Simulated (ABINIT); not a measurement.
## Beyond one shot: ScHO2 (R-3m)

How far does self-consistency move the gap of ScHO2 (R-3m)?

Program: ABINIT 10.8.3. Level of theory: PBEsol and many-body steps on it, plane waves. Results are calculated unless marked as measured.

Most raw output is cut from this account.

### 1. Starting point

It takes space group R-3m (No. 166, trigonal). Conventional cell: a = 3.233 Å, b = 3.233 Å, c = 13.593 Å, α = 90.00°, β = 90.00°, γ = 120.00°. Sc has 6 O at 2.14 Å nearest. Nearest to H lie 2 O at 1.22 Å. O has 1 H at 1.22 Å and 3 Sc at 2.14 Å nearest. Farther neighbours and most contacts between anions are not listed.

The cell and positions are those that the Materials Project relaxed with its own functionals (PBE, PBE+U or r2SCAN), kept fixed.

### 2. Empty states on the mesh, 4×4×4 mesh, 67 bands

This step: ABINIT 10.8.3; DFT, PBEsol, plane waves, norm-conserving pseudopotentials.

The sums over transitions need many empty states on a uniform mesh; this step solves for them.

The input, run.abi:

```
acell 3*1.0 Angstrom
rprim 
  1.616589043500 0.933338119408 4.530924155205
  -1.616589043500 0.933338119408 4.530924155205
  0.000000000000 -1.866676238893 4.530924155189
ntypat 3
znucl 21 1 8
natom 4
typat 1 2 3 3
xred 
  0.000000000000 0.000000000000 0.000000000000
  0.500000000000 0.500000000000 0.500000000000
  0.589701000000 0.589701000000 0.589701000000
  0.410299000000 0.410299000000 0.410299000000
pp_dirpath "pseudos"
pseudos "Sc.upf, H.upf, O.upf"
ecut 36
ngkpt 4 4 4
nshiftk 1
shiftk 0 0 0
kptopt 1
chksymbreak 0
iscf -2
irdden 1
istwfk *1
nband 67
nbdbuf 6
tolwfr 1e-09
nstep 60
prtvol 0
indata_prefix "in"
outdata_prefix "out"
tmpdata_prefix "tmp"
```

Launch:

```
> OMP_NUM_THREADS=1 mpirun -n 8 abinit run.abi > log
```

Run time: 11 s. Hardware: 8 MPI ranks of Arm Neoverse V2, shared host; peak memory 0.57 GiB.

This step gave:

```yaml
gap: 4.075 eV
k_of_the_valence_top: 0.5, 0.5, 0.5
k_of_the_conduction_bottom: 0.5, 0.5, 0
least_direct_gap: 4.632 eV
k_points_computed: 13
lowest_point_of_the_top_converged_band_above_the_valence_top: 57.1572 eV
```

On this mesh the gap is 4.075 eV.

The density comes from a self-consistent run that is not shown.

### 3. Screening, 4×4×4 mesh, 61 bands, screening to 130.6 eV

The RPA dielectric matrix is built and inverted for each q.

This step: RPA screening on PBEsol, plane waves, norm-conserving pseudopotentials.

run.abi: that of step 2 with these lines changed.

```diff
@@ -22,10 +22,11 @@
 chksymbreak 0
-iscf -2
-irdden 1
 istwfk *1
-nband 67
-nbdbuf 6
-tolwfr 1e-09
-nstep 60
-prtvol 0
+occopt 1
+irdwfk 1
+optdriver 3
+nband 61
+ecuteps 4.8
+inclvkb 2
+awtr 1
+symchi 1
 indata_prefix "in"
```

Elapsed: 23 s, on 8 MPI ranks; peak memory 2.1 GiB.

Numbers from this step:

```
ε∞ with local fields, on this mesh, along the program's q direction : 3.928
the same without local fields                                       : 4.271
plasma frequency                                                    : 28.40 eV
plane waves in the screening matrix                                 : 135
```

Local fields lower ε∞ by 8 %.

### 4. G0W0

The self-energy is evaluated for the states that the input lists, and the levels follow from it, in one-shot runs by the linearised quasiparticle equation.

This step: G0W0 on PBEsol, plane waves, norm-conserving pseudopotentials.

run.abi: that of step 3 with these lines changed.

```diff
@@ -25,8 +25,21 @@
 irdwfk 1
-optdriver 3
+optdriver 4
 nband 61
+gwcalctyp 0
+ecutsigx 36
+symsigma 1
+nkptgw 4
+kptgw 
+  0.5000000000 0.5000000000 0.5000000000
+  0.5000000000 0.5000000000 0.0000000000
+  0.2500000000 0.2500000000 0.0000000000
+  0.0000000000 0.0000000000 0.0000000000
+bdgw 
+  11 14
+  11 14
+  11 14
+  10 15
 ecuteps 4.8
-inclvkb 2
-awtr 1
-symchi 1
+irdscr 1
+ppmodel 1
 indata_prefix "in"
```

Run time: 6.9 s. Hardware: 8 MPI ranks; peak memory 1.6 GiB.

Numbers from this step:

- G0W0 gap on the mesh: 6.635 eV
- starting gap on the mesh: 4.075 eV
- k of the valence top: 0, 0, 0
- k of the conduction bottom: 0.5, 0.5, 0
- Z at the valence top: 0.794
- Z at the conduction bottom: 0.818
- least direct G0W0 gap on the computed points: 7.187 eV

The gap on the mesh goes from 4.08 eV to 6.64 eV, a correction of +2.56 eV.

### 5. evGW0, cycle 1

This step: evGW0 on PBEsol, plane waves, norm-conserving pseudopotentials.

run.abi: that of step 4 with these lines changed.

```diff
@@ -27,16 +27,34 @@
 nband 61
-gwcalctyp 0
+gwcalctyp 10
 ecutsigx 36
 symsigma 1
-nkptgw 4
+nkptgw 13
 kptgw 
+  0.0000000000 0.0000000000 0.0000000000
+  0.2500000000 0.0000000000 0.0000000000
+  0.5000000000 0.0000000000 0.0000000000
+  0.2500000000 0.2500000000 0.0000000000
+  0.5000000000 0.2500000000 0.0000000000
+  -0.2500000000 0.2500000000 0.0000000000
+  0.5000000000 0.5000000000 0.0000000000
+  0.2500000000 0.2500000000 0.2500000000
+  0.5000000000 0.2500000000 0.2500000000
+  -0.2500000000 0.2500000000 0.2500000000
+  0.5000000000 0.5000000000 0.2500000000
+  -0.2500000000 0.5000000000 0.2500000000
   0.5000000000 0.5000000000 0.5000000000
-  0.5000000000 0.5000000000 0.0000000000
-  0.2500000000 0.2500000000 0.0000000000
-  0.0000000000 0.0000000000 0.0000000000
 bdgw 
-  11 14
-  11 14
-  11 14
-  10 15
+  7 16
+  7 16
+  7 16
+  7 16
+  7 16
+  7 16
+  7 16
+  7 16
+  7 16
+  7 16
+  7 16
+  7 16
+  7 16
 ecuteps 4.8
```

It took 52 s on 8 MPI ranks; peak memory 3.3 GiB; 6.9 min of CPU time.

Numbers from this step:

| Quantity | Value |
| --- | --- |
| quasiparticle gap on the mesh | 7.211 eV |
| gap of the density functional on the mesh | 4.075 eV |
| k of the valence top | 0, 0, 0 |
| k of the conduction bottom | 0.5, 0.5, 0 |
| Z at the valence top | 0.794 |
| Z at the conduction bottom | 0.818 |
| least direct quasiparticle gap on the computed points | 7.734 eV |

Against G0W0 in ABINIT (4×4×4 mesh, 61 bands, screening to 130.6 eV, Godby-Needs plasmon pole), the gap moves by +0.576 eV. This first cycle still uses the starting levels; it takes the full correction, at all points of the mesh, and its linearised value is 6.635 eV.

### 6. evGW0, cycle 2

The corrected levels of the last cycle go back in.

run.abi: that of step 5 with these lines changed.

```diff
@@ -62,2 +62,3 @@
 ppmodel 1
+irdqps 1
 indata_prefix "in"
```

The job ended after 52 s (8 MPI ranks; peak memory 3.3 GiB).

This step gave:

* quasiparticle gap on the mesh: 7.120 eV
* gap of the density functional on the mesh: 4.075 eV
* k of the valence top: 0, 0, 0
* k of the conduction bottom: 0.5, 0.5, 0
* least direct quasiparticle gap on the computed points: 7.671 eV

Against the cycle before, the gap moves by −0.091 eV.

### 7. evGW0, cycle 3

run.abi is that of step 6.

Wall time 52 s (8 MPI ranks); peak memory 3.3 GiB.

Numbers from this step:

* quasiparticle gap on the mesh: 7.111 eV
* gap of the density functional on the mesh: 4.075 eV
* k of the valence top: 0, 0, 0
* k of the conduction bottom: 0.5, 0.5, 0
* least direct quasiparticle gap on the computed points: 7.655 eV

Against the cycle before, the gap moves by −0.009 eV.

### 8. Screening, 4×4×4 mesh, 61 bands, screening to 130.6 eV

This step: RPA screening on PBEsol, plane waves, norm-conserving pseudopotentials.

The input, run.abi:

```
acell 3*1.0 Angstrom
rprim 
  1.616589043500 0.933338119408 4.530924155205
  -1.616589043500 0.933338119408 4.530924155205
  0.000000000000 -1.866676238893 4.530924155189
ntypat 3
znucl 21 1 8
natom 4
typat 1 2 3 3
xred 
  0.000000000000 0.000000000000 0.000000000000
  0.500000000000 0.500000000000 0.500000000000
  0.589701000000 0.589701000000 0.589701000000
  0.410299000000 0.410299000000 0.410299000000
pp_dirpath "pseudos"
pseudos "Sc.upf, H.upf, O.upf"
ecut 36
ngkpt 4 4 4
nshiftk 1
shiftk 0 0 0
kptopt 1
chksymbreak 0
istwfk *1
occopt 1
irdwfk 1
optdriver 3
nband 61
ecuteps 4.8
inclvkb 2
awtr 1
symchi 1
gwcalctyp 10
mbpt_sciss 3.282 eV
nqptdm 1
qptdm 
  0 0 0
indata_prefix "in"
outdata_prefix "out"
tmpdata_prefix "tmp"
```

Run time: 4 s. Hardware: 8 MPI ranks; peak memory 1.6 GiB.

This step gave:

```yaml
eps_infinity_with_local_fields_on_this_mesh_along_the_program_s_q_direction: 3.141
the_same_without_local_fields: 3.366
plasma_frequency: 28.40 eV
plane_waves_in_the_screening_matrix: 135
```

This screening uses the functional's bands under a rigid shift, the mean opening of the cycle before.

### 9. Screening, 4×4×4 mesh, 61 bands, screening to 130.6 eV

This step: RPA screening on PBEsol from quasiparticle energies, plane waves, norm-conserving pseudopotentials.

run.abi: that of step 8 with these lines changed.

```diff
@@ -31,7 +31,18 @@
 symchi 1
+irdqps 1
 gwcalctyp 10
-mbpt_sciss 3.282 eV
-nqptdm 1
+nqptdm 12
 qptdm 
-  0 0 0
+  0.2500000000 0.0000000000 0.0000000000
+  0.5000000000 0.0000000000 0.0000000000
+  0.2500000000 0.2500000000 0.0000000000
+  0.5000000000 0.2500000000 0.0000000000
+  -0.2500000000 0.2500000000 0.0000000000
+  0.5000000000 0.5000000000 0.0000000000
+  0.2500000000 0.2500000000 0.2500000000
+  0.5000000000 0.2500000000 0.2500000000
+  -0.2500000000 0.2500000000 0.2500000000
+  0.5000000000 0.5000000000 0.2500000000
+  -0.2500000000 0.5000000000 0.2500000000
+  0.5000000000 0.5000000000 0.5000000000
 indata_prefix "in"
```

The input, mrgscr.stdin:

```
2
merged
q0_SCR
out_SCR
1
```

Launch:

```
> OMP_NUM_THREADS=1 mpirun -n 8 abinit run.abi > log; mrgscr < mrgscr.stdin
```

Run time: 21 s. Hardware: 8 MPI ranks; peak memory 2 GiB.

This step gave:

- plasma frequency: 28.40 eV
- plane waves in the screening matrix: 135

This screening reads the quasiparticle levels of the cycle before.

### 10. evGW, cycle 1

This step: evGW on PBEsol, plane waves, norm-conserving pseudopotentials.

run.abi: that of step 9 with these lines changed.

```diff
@@ -25,12 +25,10 @@
 irdwfk 1
-optdriver 3
+optdriver 4
 nband 61
-ecuteps 4.8
-inclvkb 2
-awtr 1
-symchi 1
-irdqps 1
 gwcalctyp 10
-nqptdm 12
-qptdm 
+ecutsigx 36
+symsigma 1
+nkptgw 13
+kptgw 
+  0.0000000000 0.0000000000 0.0000000000
   0.2500000000 0.0000000000 0.0000000000
@@ -47,2 +45,20 @@
   0.5000000000 0.5000000000 0.5000000000
+bdgw 
+  7 16
+  7 16
+  7 16
+  7 16
+  7 16
+  7 16
+  7 16
+  7 16
+  7 16
+  7 16
+  7 16
+  7 16
+  7 16
+ecuteps 4.8
+irdscr 1
+ppmodel 1
+irdqps 1
 indata_prefix "in"
```

Launch:

```
> OMP_NUM_THREADS=1 mpirun -n 8 abinit run.abi > log
```

Elapsed: 52 s, on 8 MPI ranks; peak memory 3.3 GiB; 7 min of CPU time.

Numbers from this step:

```
quasiparticle gap on the mesh                         : 7.724 eV
gap of the density functional on the mesh             : 4.075 eV
k of the valence top                                  : 0, 0, 0
k of the conduction bottom                            : 0.5, 0.5, 0
least direct quasiparticle gap on the computed points : 8.289 eV
```

Against G0W0 in ABINIT (4×4×4 mesh, 61 bands, screening to 130.6 eV, Godby-Needs plasmon pole), the gap moves by +1.089 eV.

### 11. Screening, 4×4×4 mesh, 61 bands, screening to 130.6 eV

This step: RPA screening on PBEsol, plane waves, norm-conserving pseudopotentials.

The input, run.abi:

```
acell 3*1.0 Angstrom
rprim 
  1.616589043500 0.933338119408 4.530924155205
  -1.616589043500 0.933338119408 4.530924155205
  0.000000000000 -1.866676238893 4.530924155189
ntypat 3
znucl 21 1 8
natom 4
typat 1 2 3 3
xred 
  0.000000000000 0.000000000000 0.000000000000
  0.500000000000 0.500000000000 0.500000000000
  0.589701000000 0.589701000000 0.589701000000
  0.410299000000 0.410299000000 0.410299000000
pp_dirpath "pseudos"
pseudos "Sc.upf, H.upf, O.upf"
ecut 36
ngkpt 4 4 4
nshiftk 1
shiftk 0 0 0
kptopt 1
chksymbreak 0
istwfk *1
occopt 1
irdwfk 1
optdriver 3
nband 61
ecuteps 4.8
inclvkb 2
awtr 1
symchi 1
gwcalctyp 10
mbpt_sciss 3.934 eV
nqptdm 1
qptdm 
  0 0 0
indata_prefix "in"
outdata_prefix "out"
tmpdata_prefix "tmp"
```

It took 4 s on 8 MPI ranks; peak memory 1.6 GiB; 31 s of CPU time.

This step gave:

- ε∞ with local fields, on this mesh, along the program's q direction: 3.038
- the same without local fields: 3.249
- plasma frequency: 28.40 eV
- plane waves in the screening matrix: 135

This screening uses the functional's bands under a rigid shift, the mean opening of the cycle before.

### 12. Screening, 4×4×4 mesh, 61 bands, screening to 130.6 eV

This step: RPA screening on PBEsol from quasiparticle energies, plane waves, norm-conserving pseudopotentials.

run.abi: that of step 11 with these lines changed.

```diff
@@ -31,7 +31,18 @@
 symchi 1
+irdqps 1
 gwcalctyp 10
-mbpt_sciss 3.934 eV
-nqptdm 1
+nqptdm 12
 qptdm 
-  0 0 0
+  0.2500000000 0.0000000000 0.0000000000
+  0.5000000000 0.0000000000 0.0000000000
+  0.2500000000 0.2500000000 0.0000000000
+  0.5000000000 0.2500000000 0.0000000000
+  -0.2500000000 0.2500000000 0.0000000000
+  0.5000000000 0.5000000000 0.0000000000
+  0.2500000000 0.2500000000 0.2500000000
+  0.5000000000 0.2500000000 0.2500000000
+  -0.2500000000 0.2500000000 0.2500000000
+  0.5000000000 0.5000000000 0.2500000000
+  -0.2500000000 0.5000000000 0.2500000000
+  0.5000000000 0.5000000000 0.5000000000
 indata_prefix "in"
```

mrgscr.stdin is that of step 9.

Launch:

```
> OMP_NUM_THREADS=1 mpirun -n 8 abinit run.abi > log; mrgscr < mrgscr.stdin
```

It took 22 s on 8 MPI ranks; peak memory 2 GiB; 2.9 min of CPU time.

This step gave:

```
plasma frequency                    : 28.40 eV
plane waves in the screening matrix : 135
```

This screening reads the quasiparticle levels of the cycle before.

### 13. evGW, cycle 2

This step: evGW on PBEsol, plane waves, norm-conserving pseudopotentials.

run.abi: that of step 12 with these lines changed.

```diff
@@ -25,12 +25,10 @@
 irdwfk 1
-optdriver 3
+optdriver 4
 nband 61
-ecuteps 4.8
-inclvkb 2
-awtr 1
-symchi 1
-irdqps 1
 gwcalctyp 10
-nqptdm 12
-qptdm 
+ecutsigx 36
+symsigma 1
+nkptgw 13
+kptgw 
+  0.0000000000 0.0000000000 0.0000000000
   0.2500000000 0.0000000000 0.0000000000
@@ -47,2 +45,20 @@
   0.5000000000 0.5000000000 0.5000000000
+bdgw 
+  7 16
+  7 16
+  7 16
+  7 16
+  7 16
+  7 16
+  7 16
+  7 16
+  7 16
+  7 16
+  7 16
+  7 16
+  7 16
+ecuteps 4.8
+irdscr 1
+ppmodel 1
+irdqps 1
 indata_prefix "in"
```

Launch:

```
> OMP_NUM_THREADS=1 mpirun -n 8 abinit run.abi > log
```

Wall time 52 s (8 MPI ranks); peak memory 3.3 GiB; 7 min of CPU time.

Numbers from this step:

* quasiparticle gap on the mesh: 7.813 eV
* gap of the density functional on the mesh: 4.075 eV
* k of the valence top: 0, 0, 0
* k of the conduction bottom: 0.5, 0.5, 0
* least direct quasiparticle gap on the computed points: 8.38 eV

Against the cycle before, the gap moves by +0.089 eV.

### 14. Screening, 4×4×4 mesh, 61 bands, screening to 130.6 eV

This step: RPA screening on PBEsol, plane waves, norm-conserving pseudopotentials.

The input, run.abi:

```
acell 3*1.0 Angstrom
rprim 
  1.616589043500 0.933338119408 4.530924155205
  -1.616589043500 0.933338119408 4.530924155205
  0.000000000000 -1.866676238893 4.530924155189
ntypat 3
znucl 21 1 8
natom 4
typat 1 2 3 3
xred 
  0.000000000000 0.000000000000 0.000000000000
  0.500000000000 0.500000000000 0.500000000000
  0.589701000000 0.589701000000 0.589701000000
  0.410299000000 0.410299000000 0.410299000000
pp_dirpath "pseudos"
pseudos "Sc.upf, H.upf, O.upf"
ecut 36
ngkpt 4 4 4
nshiftk 1
shiftk 0 0 0
kptopt 1
chksymbreak 0
istwfk *1
occopt 1
irdwfk 1
optdriver 3
nband 61
ecuteps 4.8
inclvkb 2
awtr 1
symchi 1
gwcalctyp 10
mbpt_sciss 4.025 eV
nqptdm 1
qptdm 
  0 0 0
indata_prefix "in"
outdata_prefix "out"
tmpdata_prefix "tmp"
```

The job ended after 4 s (8 MPI ranks; peak memory 1.6 GiB; 31 s of CPU time).

Numbers from this step:

```
ε∞ with local fields, on this mesh, along the program's q direction : 3.025
the same without local fields                                       : 3.233
plasma frequency                                                    : 28.40 eV
plane waves in the screening matrix                                 : 135
```

This screening uses the functional's bands under a rigid shift, the mean opening of the cycle before.

### 15. Screening, 4×4×4 mesh, 61 bands, screening to 130.6 eV

This step: RPA screening on PBEsol from quasiparticle energies, plane waves, norm-conserving pseudopotentials.

run.abi: that of step 14 with these lines changed.

```diff
@@ -31,7 +31,18 @@
 symchi 1
+irdqps 1
 gwcalctyp 10
-mbpt_sciss 4.025 eV
-nqptdm 1
+nqptdm 12
 qptdm 
-  0 0 0
+  0.2500000000 0.0000000000 0.0000000000
+  0.5000000000 0.0000000000 0.0000000000
+  0.2500000000 0.2500000000 0.0000000000
+  0.5000000000 0.2500000000 0.0000000000
+  -0.2500000000 0.2500000000 0.0000000000
+  0.5000000000 0.5000000000 0.0000000000
+  0.2500000000 0.2500000000 0.2500000000
+  0.5000000000 0.2500000000 0.2500000000
+  -0.2500000000 0.2500000000 0.2500000000
+  0.5000000000 0.5000000000 0.2500000000
+  -0.2500000000 0.5000000000 0.2500000000
+  0.5000000000 0.5000000000 0.5000000000
 indata_prefix "in"
```

mrgscr.stdin is that of step 12.

Launch:

```
> OMP_NUM_THREADS=1 mpirun -n 8 abinit run.abi > log; mrgscr < mrgscr.stdin
```

The job ended after 21 s (8 MPI ranks; peak memory 2 GiB; 2.8 min of CPU time).

This step gave:

```yaml
plasma_frequency: 28.40 eV
plane_waves_in_the_screening_matrix: 135
```

This screening reads the quasiparticle levels of the cycle before.

### 16. evGW, cycle 3

This step: evGW on PBEsol, plane waves, norm-conserving pseudopotentials.

run.abi: that of step 15 with these lines changed.

```diff
@@ -25,12 +25,10 @@
 irdwfk 1
-optdriver 3
+optdriver 4
 nband 61
-ecuteps 4.8
-inclvkb 2
-awtr 1
-symchi 1
-irdqps 1
 gwcalctyp 10
-nqptdm 12
-qptdm 
+ecutsigx 36
+symsigma 1
+nkptgw 13
+kptgw 
+  0.0000000000 0.0000000000 0.0000000000
   0.2500000000 0.0000000000 0.0000000000
@@ -47,2 +45,20 @@
   0.5000000000 0.5000000000 0.5000000000
+bdgw 
+  7 16
+  7 16
+  7 16
+  7 16
+  7 16
+  7 16
+  7 16
+  7 16
+  7 16
+  7 16
+  7 16
+  7 16
+  7 16
+ecuteps 4.8
+irdscr 1
+ppmodel 1
+irdqps 1
 indata_prefix "in"
```

Launch:

```
> OMP_NUM_THREADS=1 mpirun -n 8 abinit run.abi > log
```

The job ended after 52 s (8 MPI ranks; peak memory 3.3 GiB; 6.9 min of CPU time).

This step gave:

```
quasiparticle gap on the mesh                         : 7.822 eV
gap of the density functional on the mesh             : 4.075 eV
k of the valence top                                  : 0, 0, 0
k of the conduction bottom                            : 0.5, 0.5, 0
least direct quasiparticle gap on the computed points : 8.389 eV
```

Against the cycle before, the gap moves by +0.009 eV.

### 17. The runs together

Times are wall times on 8 MPI ranks of Arm Neoverse V2, shared host, good to a factor of about two. A run's time includes the screening step that it read.

```csv
run,mesh,bands,screening cutoff (eV),DFT gap (eV),gap on the mesh (eV),direct (eV),ε∞ used,time
G0W0,4×4×4,61,130.6,4.075,6.635,7.187,3.93,30 s
"evGW0, cycle 1",4×4×4,61,130.6,4.075,7.211,7.734,3.93,75 s
"evGW0, cycle 2",4×4×4,61,130.6,4.075,7.120,7.671,3.93,75 s
"evGW0, cycle 3",4×4×4,61,130.6,4.075,7.111,7.655,3.93,75 s
"evGW, cycle 1",4×4×4,61,130.6,4.075,7.724,8.289,3.14,77 s
"evGW, cycle 2",4×4×4,61,130.6,4.075,7.813,8.380,3.04,78 s
"evGW, cycle 3",4×4×4,61,130.6,4.075,7.822,8.389,3.02,77 s
```

### 18. What came out

| Quantity | Value |
| --- | --- |
| G0W0 | 6.635 eV |
| evGW0, cycle 1 | 7.211 eV |
| evGW0, cycle 2 | 7.120 eV |
| evGW0, cycle 3 | 7.111 eV |
| evGW, cycle 1 | 7.724 eV |
| evGW, cycle 2 | 7.813 eV |
| evGW, cycle 3 | 7.822 eV |
| known limits | not at the basis limit |

In words: Only the bands that the input lists are updated; the others, empty or deep, keep the functional's energies or take a rigid shift. The evGW loop starts from the last levels of evGW0, so its cycles and time come on top of those. evGW0 ends at 7.11 eV, +0.48 eV from G0W0, after 3 cycles that took 2.6 min beside the first screening; the last moved the gap by 0.009 eV. evGW ends at 7.82 eV, +1.19 eV from G0W0, after 3 cycles that took 3.9 min beside the first screening; the last moved the gap by 0.009 eV. The first cycle of evGW0 takes the full correction, without the factor Z, so it overshoots the one-shot value. Bands and cutoff are finite, so the gap is not at the basis limit. The miss can reach some tenths of an eV and take either sign; the mesh is an error of its own. A denser mesh or path gives a starting gap of 3.96 eV: the GW mesh misses a band edge, so its gaps are not the fundamental one. In the updated screening the q = 0 part is built from Kohn-Sham bands under a rigid shift, the other q from the quasiparticle levels.

[Paths, hosts, dates, memory and timing lines, banners, echoed tables and standing remarks are left out of the program output.]

[Logs are printed without paths, hosts, clocks, repeated set-up lines and the standing remarks that a program may print on its own settings, such as how far it seeks lower states.]

[Runs of the session that timed out or met a known fault of the program may be left out.]

[Hosts, paths, dates, database ids (printed as entryN), source tags and the programs' standing remarks are cut or masked in the printed files.]

[G0W0 gaps are taken among the corrected bands and points alone; a level outside them can change the order at an edge.]

[Where Ansatz stands beside ABINIT at settings called matched, ABINIT's density can come from a denser mesh and the files from another edition; pairs whose starting gaps differed by over 0.03 eV were left out, so agreement reads better than it is.]
